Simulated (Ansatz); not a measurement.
# H on Cu(100): change of the work function, part 2 of 3

Aim: the work function of Cu(100) at several coverages of H (hollow site), and the dipole that each adsorbate carries.

Ansatz 0.2.0; plane-wave DFT, PBE, Ansatz PAW.

So far, work function, upper face (eV): step 2 (the clean slab) 4.57.

**3. Adsorbate added, k-mesh 6×6×1, coverage 0.25 ML**

System of this step: Cu16H (H/Cu(100)). The cell holds 17 atoms: 16 Cu and 1 H. Its edges and angles: a = 5.105 Å, b = 5.105 Å, c = 24.018 Å, α = 90.0°, β = 90.0°, γ = 90.0°. Vacuum lies along c.

The clean slab as it ended is repeated in the plane and the adsorbate is set on one face; the cell's size fixes the coverage, and the k-mesh shrinks with it to keep the sampling density about even. Adsorbate and upper layers relax, since the dipole depends on the height.

The input, input.yaml:

```yaml
crystal:
  lattice:
    - [5.1053109602, 0.0, 0.0]
    - [0.0, 5.1053109602, 0.0]
    - [0.0, 0.0, 24.017969373]
  atoms:
    - { symbol: Cu, position: [0.25, 0.25, 0.3747194386] }
    - { symbol: Cu, position: [0.0, 0.0, 0.4498715038] }
    - { symbol: Cu, position: [0.25, 0.25, 0.5263280046] }
    - { symbol: Cu, position: [0.0, 0.0, 0.6002992655] }
    - { symbol: Cu, position: [0.25, 0.75, 0.3747194386] }
    - { symbol: Cu, position: [0.0, 0.5, 0.4498715038] }
    - { symbol: Cu, position: [0.25, 0.75, 0.5263280046] }
    - { symbol: Cu, position: [0.0, 0.5, 0.6002992655] }
    - { symbol: Cu, position: [0.75, 0.25, 0.3747194386] }
    - { symbol: Cu, position: [0.5, 0.0, 0.4498715038] }
    - { symbol: Cu, position: [0.75, 0.25, 0.5263280046] }
    - { symbol: Cu, position: [0.5, 0.0, 0.6002992655] }
    - { symbol: Cu, position: [0.75, 0.75, 0.3747194386] }
    - { symbol: Cu, position: [0.5, 0.5, 0.4498715038] }
    - { symbol: Cu, position: [0.75, 0.75, 0.5263280046] }
    - { symbol: Cu, position: [0.5, 0.5, 0.6002992655] }
    - { symbol: H, position: [0.25, 0.25, 0.6252805614] }
kpoints:
  mp_grid: { grid: [6, 6, 1] }
hamiltonian:
  xc: pbe
scf:
  occupations: { method: fermi_dirac, width: 0.1 }
  convergence: { dr2_threshold: 1.0e-08 }
efield:
  axis: 3
  dipole_correction: true
  ramp_position: 0.97
  ramp_width: 0.06
relax:
  f_tol: 0.02
  max_steps: 60
  constraints: [{ sites: [0, 1, 4, 5, 8, 9, 12, 13] }]
output:
  dos: { projected: true, e_range: [-8, 4] }
  write_potential: true
  write_density: true
  volumetric_format: npy
  elf: true
```

Started as:

```
ansatz run input.yaml --threads 4 --pin off --max-ram 6144MiB --backend cpu --events-out ev --progress --plain --runs-dir out
```

The program printed:

```text
[...]
Crystal: 17 atoms, lattice volume = 626.009 Å³
Basis set: ecut = 420 eV, 12249 PW (Γ), exchange–correlation on 72×72×324 points (8 copies of the dense FFT grid, shifted against one another)
Bands: 183, of which v1, the nominal top of the filled ones, is band 153 counted from 1 (152 counted from 0)
Symmetry: 8 space group operations
[...]
k-points: 10 of 36
[...]
SCF iter   1: F=—  HF=-106013.967553 eV  |F-HF|=—  |Δ(HF+E_count)|=         —  Δρ=2.00e-3  dr2=2.25e-1  ethr=1.77e-3  p=0.036 e·Å  D=1.05e-2 V/Å  ΔV_dip=-0.25 eV  dr2_dipole=5.43e-2  V_vac-E_F(+/−)=4.27/4.52 eV  ⟨swp⟩=7.6  Hψ=7599  notcnv=0  defer=93
[...]
SCF iter  12: F=-106013.978376 eV  HF=-106013.978376 eV  |F-HF|=1.48e-8  |Δ(HF+E_count)|=   8.00e-8  Δρ=1.40e-6  dr2=8.53e-9  ethr=3.28e-12  p=-0.000 e·Å  D=-1.06e-4 V/Å  ΔV_dip=0.00 eV  dr2_dipole=2.90e-10  V_vac-E_F(+/−)=4.56/4.56 eV  ⟨swp⟩=17.8  Hψ=15582  notcnv=0
SCF 1 converged in 12 iterations: F = -106013.978376 eV  dr2 = 8.53e-9
[...]
relax step   1: F+E_penalty+E_count = -106013.97837554 eV  Δ(F+E_penalty+E_count) = +0.000e0 eV  max|allowed force component| = 3.928e-1 eV/Å  Δτ_max = 0.0000 Å  (12 SCF iters, accepted)
[...]
SCF iter   9: F=-106013.995253 eV  HF=-106013.995253 eV  |F-HF|=2.17e-8  |Δ(HF+E_count)|=   7.56e-8  Δρ=1.22e-6  dr2=7.52e-9  ethr=3.28e-12  p=0.001 e·Å  D=1.61e-4 V/Å  ΔV_dip=-0.00 eV  dr2_dipole=2.01e-10  V_vac-E_F(+/−)=4.56/4.56 eV  ⟨swp⟩=13.7  Hψ=13555  notcnv=0
SCF 2 converged in 9 iterations: F = -106013.995253 eV  dr2 = 7.52e-9
relax step   2: F+E_penalty+E_count = -106013.99525277 eV  Δ(F+E_penalty+E_count) = -1.688e-2 eV  max|allowed force component| = 2.777e-1 eV/Å  Δτ_max = 0.0263 Å  (9 SCF iters, accepted)
SCF iter   1: F=—  HF=-106014.015386 eV  |F-HF|=—  |Δ(HF+E_count)|=         —  Δρ=2.05e-3  dr2=1.29e-2  ethr=2.38e-5  p=0.001 e·Å  D=1.61e-4 V/Å  ΔV_dip=-0.00 eV  dr2_dipole=1.55e-5  V_vac-E_F(+/−)=4.56/4.56 eV  ⟨swp⟩=3.2  Hψ=4840  notcnv=0  defer=184
[...]
SCF iter  10: F=-106014.009887 eV  HF=-106014.009887 eV  |F-HF|=5.49e-8  |Δ(HF+E_count)|=   3.53e-8  Δρ=7.72e-7  dr2=4.23e-9  ethr=3.28e-12  p=0.000 e·Å  D=3.73e-5 V/Å  ΔV_dip=-0.00 eV  dr2_dipole=5.65e-10  V_vac-E_F(+/−)=4.56/4.56 eV  ⟨swp⟩=14.8  Hψ=13713  notcnv=0
SCF 3 converged in 10 iterations: F = -106014.009887 eV  dr2 = 4.23e-9
[...]
relax step   3: F+E_penalty+E_count = -106014.00988710 eV  Δ(F+E_penalty+E_count) = -1.463e-2 eV  max|allowed force component| = 2.509e-2 eV/Å  Δτ_max = 0.0387 Å  (10 SCF iters, accepted)
SCF iter   1: F=—  HF=-106014.010136 eV  |F-HF|=—  |Δ(HF+E_count)|=         —  Δρ=4.42e-4  dr2=7.71e-4  ethr=4.83e-6  p=0.000 e·Å  D=3.73e-5 V/Å  ΔV_dip=-0.00 eV  dr2_dipole=3.12e-5  V_vac-E_F(+/−)=4.56/4.56 eV  ⟨swp⟩=2.7  Hψ=3289  notcnv=0  defer=166
[...]
SCF iter   9: F=-106014.010285 eV  HF=-106014.010285 eV  |F-HF|=8.32e-9  |Δ(HF+E_count)|=   2.11e-8  Δρ=4.36e-7  dr2=9.02e-10  ethr=3.28e-12  p=-0.000 e·Å  D=-5.59e-5 V/Å  ΔV_dip=0.00 eV  dr2_dipole=5.15e-11  V_vac-E_F(+/−)=4.56/4.56 eV  ⟨swp⟩=11.7  Hψ=12185  notcnv=0
SCF 4 converged in 9 iterations: F = -106014.010285 eV  dr2 = 9.02e-10
relax step   4: F+E_penalty+E_count = -106014.01028503 eV  Δ(F+E_penalty+E_count) = -3.979e-4 eV  max|allowed force component| = 1.050e-2 eV/Å  Δτ_max = 0.0184 Å  (9 SCF iters, accepted)
NSCF: frozen V_eff on 10 k-points
[...]
SCF converged after 9 iterations
Free energy (F): -106014.010285 eV
[...]
Internal energy: -106013.828026 eV  (E = F + TS)
E sigma→0 (E₀):  -106013.919156 eV
Entropy (-TS):   -0.182259 eV (-10.721 meV/atom)
Fermi energy:    1.965295 eV
Dipole field:    D = -0.000050 V/Å  (p = -0.000174 e·Å, saw-weighted, corrected)
Work function:   Φ+ = 4.5574 eV   Φ− = 4.5562 eV
[...]
--- Forces (eV/Å), atoms counted from 1 ---
  atom   1  Cu    -0.00000000     0.00000000     0.12948425
  atom   2  Cu    -0.07805563    -0.07805563    -0.10990738
  atom   3  Cu    -0.00000000     0.00000000    -0.01050270
  atom   4  Cu    -0.00470205    -0.00470205     0.00045582
  atom   5  Cu     0.00000000     0.00000000     0.10113620
  atom   6  Cu    -0.07805563     0.07805563    -0.10990738
  atom   7  Cu     0.00000000     0.00000000    -0.00105637
  atom   8  Cu    -0.00470205     0.00470205     0.00045582
  atom   9  Cu     0.00000000     0.00000000     0.10113620
  atom  10  Cu     0.07805563    -0.07805563    -0.10990738
  atom  11  Cu     0.00000000     0.00000000    -0.00105637
  atom  12  Cu     0.00470205    -0.00470205     0.00045582
  atom  13  Cu     0.00000000     0.00000000     0.11776675
  atom  14  Cu     0.07805563     0.07805563    -0.10990738
  atom  15  Cu     0.00000000     0.00000000    -0.00400085
  atom  16  Cu     0.00470205     0.00470205     0.00045582
  atom  17  H      0.00000000     0.00000000     0.00488936
  max |Σ_I F_I| component: 9.76e-6 eV/Å
--- Band table (eV; the first three rows and the last of 10) ---
  k-point 0: bands = [... 149 lower, 1.5554, 1.5554, 1.6320, 1.7140, 1.9009, 1.9366, 1.9366, 2.9293, ... 26 higher]
  k-point 1: bands = [... 149 lower, 1.1208, 1.7801, 1.8147, 1.8609, 2.1248, 2.2001, 3.1621, 3.3421, ... 26 higher]
  k-point 2: bands = [... 149 lower, 1.1814, 1.9272, 2.1623, 2.2566, 2.5995, 2.9386, 3.2700, 3.2973, ... 26 higher]
  k-point 9: bands = [... 149 lower, 0.7618, 0.7618, 0.8206, 1.7516, 2.1963, 2.1963, 2.2620, 4.0004, ... 26 higher]
--- Relaxed structure (4 steps of the walk, 4 accepted, 0 SCFs on fresh bases) ---
  F+E_penalty+E_count = -106014.01028503 eV   max|allowed force component| = 1.050e-2 eV/Å
  atoms:
    - { symbol: Cu, position: [0.25, 0.25, 0.3747194386] }
    - { symbol: Cu, position: [0.0, 0.0, 0.4498715038] }
    - { symbol: Cu, position: [0.25, 0.25, 0.523977] }
    - { symbol: Cu, position: [0.00251676, 0.00251676, 0.601440] }
    - { symbol: Cu, position: [0.25, 0.750000, 0.3747194386] }
    - { symbol: Cu, position: [0.0, 0.5, 0.4498715038] }
    - { symbol: Cu, position: [0.25, 0.750000, 0.525750] }
    - { symbol: Cu, position: [0.00251676, 0.497483, 0.601440] }
    - { symbol: Cu, position: [0.750000, 0.25, 0.3747194386] }
    - { symbol: Cu, position: [0.5, 0.0, 0.4498715038] }
    - { symbol: Cu, position: [0.750000, 0.25, 0.525750] }
    - { symbol: Cu, position: [0.497483, 0.00251676, 0.601440] }
    - { symbol: Cu, position: [0.750000, 0.750000, 0.3747194386] }
    - { symbol: Cu, position: [0.5, 0.5, 0.4498715038] }
    - { symbol: Cu, position: [0.750000, 0.750000, 0.528980] }
    - { symbol: Cu, position: [0.497483, 0.497483, 0.601440] }
    - { symbol: H, position: [0.25, 0.25, 0.625090] }
```

It took 2.5 min on 4 threads of Intel Xeon at 2.70GHz, shared host; peak memory 3 GiB; 9.4 min of CPU time.

Relaxation path:

```csv
step,energy less that of the first step (eV),largest force component (eV/Å)
1,0.0000,0.3928
2,-0.0169,0.2777
3,-0.0315,0.0251
4,-0.0319,0.0105
```

The run keeps the 8 symmetry operations that the program found, so distortions that break them were not tested.

The atoms that moved most (Å):

```csv
atom,dx,dy,dz,length
Cu15,0.000,0.000,0.064,0.064
Cu3,0.000,0.000,-0.056,0.056
Cu16,-0.013,-0.013,0.027,0.033
Cu8,0.013,-0.013,0.027,0.033
Cu12,-0.013,0.013,0.027,0.033
Cu4,0.013,0.013,0.027,0.033
Cu11,0.000,0.000,-0.014,0.014
Cu7,0.000,0.000,-0.014,0.014
```

The relaxed structure:

```xyz
17
Lattice="5.1053 0.0000 0.0000 0.0000 5.1053 0.0000 0.0000 0.0000 24.0180" Properties=species:S:1:pos:R:3
Cu    1.2763    1.2763    9.0000
Cu    0.0000    0.0000   10.8050
Cu    1.2763    1.2763   12.5849
Cu    0.0128    0.0128   14.4454
Cu    1.2763    3.8290    9.0000
Cu    0.0000    2.5527   10.8050
Cu    1.2763    3.8290   12.6275
Cu    0.0128    2.5398   14.4454
Cu    3.8290    1.2763    9.0000
Cu    2.5527    0.0000   10.8050
Cu    3.8290    1.2763   12.6275
Cu    2.5398    0.0128   14.4454
Cu    3.8290    3.8290    9.0000
Cu    2.5527    2.5527   10.8050
Cu    3.8290    3.8290   12.7050
Cu    2.5398    2.5398   14.4454
H     1.2763    1.2763   15.0134
```

This step gave:

```
energy at zero smearing   : -106013.9192 eV
work function, upper face : 4.557 eV
dipole along the normal   : -1.74e-4 e·Å
```

Running mean over 1.805 Å of the planar mean; the ramp of the sawtooth is left out. The electron's electrostatic potential energy less the Fermi level by z:

```csv
z (Å),electron's electrostatic potential energy less the Fermi level (eV)
3.0,4.56
3.5,4.56
4.0,4.56
4.5,4.56
5.0,4.55
5.5,4.55
6.0,4.52
6.5,4.42
7.0,4.08
7.5,2.67
8.0,-1.45
8.5,-6.19
9.0,-8.31
9.5,-8.64
10.0,-8.73
10.5,-8.79
11.0,-8.76
11.5,-8.59
12.0,-8.58
12.5,-8.74
13.0,-8.77
13.5,-8.76
14.0,-8.86
14.5,-8.70
15.0,-6.26
15.5,-1.32
16.0,2.79
16.5,4.11
17.0,4.44
17.5,4.52
18.0,4.55
18.5,4.55
19.0,4.56
19.5,4.56
20.0,4.56
20.5,4.56
21.0,4.56
```

The density of states has structure finer than the step of the table below, so its rows give means over 0.25 eV. Peaks (eV: height): -2.860: 95.0, -2.770: 82.4, -2.320: 81.4, -1.950: 81.4, -1.740: 97.7, -1.680: 103, -1.500: 111.

Table of density of states by energy, zero at the Fermi level; means over each step:

```csv
energy (eV),density of states (states/eV a cell)
-7.75,1.76
-7.50,2.54
-7.25,3.73
-7.00,1.49
-6.75,1.29
-6.50,2.19
-6.25,3.15
-6.00,2.99
-5.75,4.64
-5.50,3.42
-5.25,6.42
-5.00,5.82
-4.75,11.2
-4.50,16.1
-4.25,25.3
-4.00,38.6
-3.75,28.2
-3.50,30.9
-3.25,40.7
-3.00,48.7
-2.75,66.6
-2.50,46.5
-2.25,66.5
-2.00,66.3
-1.75,81.9
-1.50,54.4
-1.25,11.3
-1.00,7.26
-0.75,5.59
-0.50,3.57
-0.25,7.19
0.00,6.20
0.25,5.60
0.50,5.39
0.75,3.23
1.00,4.10
1.25,6.56
1.50,2.49
1.75,4.60
```

Projected DOS per atom over height of the atomic layer and energy from the Fermi level. Layers: Cu4 Cu4 Cu4 Cu4 H from below.

Values in states/eV, 22 rows by 5 columns, each cell a mean:
```
0.14 0.15 0.15 0.12 0.10
0.16 0.18 0.19 0.16 0.03
0.17 0.17 0.14 0.14 0.10
0.25 0.25 0.22 0.22 0.08
0.34 0.32 0.34 0.31 0.14
0.27 0.22 0.20 0.26 0.11
0.52 0.37 0.36 0.36 0.16
3.35 2.20 2.02 1.71 0.12
5.72 3.45 4.00 5.35 0.05
4.71 3.09 2.88 4.61 0.06
3.23 3.39 3.62 3.98 0.14
2.11 2.88 2.67 2.53 0.10
1.32 2.14 2.12 1.63 0.06
1.02 2.85 2.71 1.37 0.07
0.53 1.19 1.10 0.51 0.04
0.28 0.55 0.60 0.29 0.09
0.16 0.27 0.30 0.15 0.13
0.19 0.20 0.31 0.16 0.29
0.09 0.22 0.19 0.09 0.16
0.04 0.12 0.07 0.06 0.16
0.10 0.23 0.11 0.19 0.56
0.03 0.09 0.12 0.14 0.35
```
Columns: height of the atomic layer (Å) from 9 to 15.0 (not evenly spaced); rows upwards: energy from the Fermi level (eV) from -7.96 to 1.95.

Electrostatic potential energy in the ca plane at fractional y = 0.250, with atoms of Cu and H within 0.2 Å of it. With pseudopotentials it is smooth inside the atoms' cores, unlike the true potential.

Values in eV, 8 rows by 16 columns, each cell a mean:
```
  6   3 -12   1   2  -4  -9   2   3   6   6   7   7   7   7   7
  6  -6 -46  -9   4 -25 -38   2   5   6   6   7   7   7   7   7
  6  -3 -40  -6   4 -20 -32   2   5   6   6   7   7   7   7   7
  6   4  -3   2   2   1  -2   2   3   6   6   7   7   7   7   7
  6   3 -12   1   2  -4  -8   2   2   6   6   7   7   7   7   7
  6  -6 -46  -9   4 -27 -37   1 -16   5   6   7   7   7   7   7
  6  -3 -40  -6   4 -21 -31   2  -7   5   6   7   7   7   7   7
  6   4  -3   2   2   0  -1   2   2   6   6   7   7   7   7   7
```
Columns run along c (16.0 Å, from fractional 0.28 to 0.95 of the cell; values clipped at the 3rd and 97th percentile), rows up along a (5.1 Å). Atoms in or near the plane, at fractional coordinates: Cu at (0.37, 0.25), Cu at (0.52, 0.25), Cu at (0.37, 0.75), Cu at (0.53, 0.75), H at (0.63, 0.25).

Valence density in the ca plane at fractional y = 0.250, with atoms of Cu and H within 0.2 Å of it. It is the smooth field of the valence electrons, not physical close to the nuclei.

Ten steps, logarithmic in the rise over the least value, from '0' (0 e/Å³) to '9' (41 e/Å³), each cell a mean:
```
00000111100110011110010000000000000000000000
00000244210000134421000000000000000000000000
00001588510000259841000000000000000000000000
00002699620000269951000000000000000000000000
00001476410000147631000000000000000000000000
00000122110000112211000000000000000000000000
00000011100110011100111000000000000000000000
00000111100110111110011000000000000000000000
00000244210000134421011100000000000000000000
00001588510000269841011210000000000000000000
00002699620000279941012210000000000000000000
00001476410000147631011110000000000000000000
00000122110000112210011100000000000000000000
00000011100110011100111000000000000000000000
```
Columns run along c (16.0 Å, from fractional 0.28 to 0.95 of the cell), rows up along a (5.1 Å). Atoms in or near the plane, at fractional coordinates: Cu at (0.37, 0.25), Cu at (0.52, 0.25), Cu at (0.37, 0.75), Cu at (0.53, 0.75), H at (0.63, 0.25).

ELF in the ca plane at fractional y = 0.250, with atoms of Cu and H within 0.2 Å of it. It is the smooth field of the valence electrons, not physical close to the nuclei.

Ten even steps from '0' (0.00) to '9' (0.99), each cell a mean:
```
00111111222222221122222221100000000000000000
00111122122222112212222221000000000000000000
00111265212222136521222221000000000000000000
00111377312222137721222211000000000000000000
00111233212222123321222221000000000000000000
00111111122222211112222221100000000000000000
00112222222222222222222221100000000000000000
00111111222222221122222332100000000000000000
00111122122222112211225675210000000000000000
00111265212222136521148998410000000000000000
00111377312222137621159998510000000000000000
00111233212222124311236886310000000000000000
00111111122222211112223443200000000000000000
00112222222222222222222222100000000000000000
```
Columns run along c (16.0 Å, from fractional 0.28 to 0.95 of the cell), rows up along a (5.1 Å). Atoms in or near the plane, at fractional coordinates: Cu at (0.37, 0.25), Cu at (0.52, 0.25), Cu at (0.37, 0.75), Cu at (0.53, 0.75), H at (0.63, 0.25).

The relaxation took 4 steps and lowered the energy by 0.032 eV; the largest force on the free atoms ends at 0.011 eV/Å.

The covered face has 4.56 eV, -0.01 eV against the clean one; the bare back face has moved by -0.03 eV, a measure of how thin the slab is.

(Part 2 of 3 ends here.)

[Long decimals in the printed logs are rounded to 6 places.]

[Logs are printed without paths, hosts, clocks, repeated set-up lines and the standing remarks that a program may print on its own settings, such as how far it seeks lower states.]

[Hosts, paths, dates, database ids (printed as entryN), source tags and the programs' standing remarks are cut or masked in the printed files.]

[Maps of the electrostatic potential energy from Ansatz leave out the sawtooth potential of an applied field or a dipole correction, so their vacuum need not be flat; planar profiles and work functions include it.]
